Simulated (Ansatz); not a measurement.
Rows from a G0W0 calculation on LaBiS2O (P4/nmm) (Ansatz 0.2.0; G0W0 on r2SCAN, plane waves, PAW; PAW set soft_1; 2×2×1 mesh, 443 empty bands, screening to 90 eV, PAW set soft_1 files), in eV. Spin-orbit coupling is left out.

```
row      Σx     Σc     Vxc     Z
  A  -18.85   3.08  -15.83  0.66
  B  -17.81   1.97  -15.89  0.72
  C   -9.41  -3.79  -13.16  0.73
  D   -9.52  -3.91  -13.51  0.73
```

**Question.** Which rows are filled states and which are empty ones, and how can one tell?

Filled: A and B. Empty: C and D. The sign of Σc tells: for a filled state bare exchange, which holds its interaction with itself, lies below Vxc (Σx − Vxc is -1.9 eV or lower here) and screening gives part back as a positive Σc. For an empty state Σx lies above Vxc (+3.8 eV or more) and the Coulomb hole leaves Σc negative.

[Paths, hosts, dates, memory and timing lines, banners, echoed tables and standing remarks are left out of the program output.]

[Logs are printed without paths, hosts, clocks, repeated set-up lines and the standing remarks that a program may print on its own settings, such as how far it seeks lower states.]

[Runs of the session that timed out or met a known fault of the program may be left out.]

[Cells called generated may have been cut or substituted from an entry of the Crystallography Open Database or the Materials Project.]

[Hosts, paths, dates, database ids (printed as entryN), source tags and the programs' standing remarks are cut or masked in the printed files.]
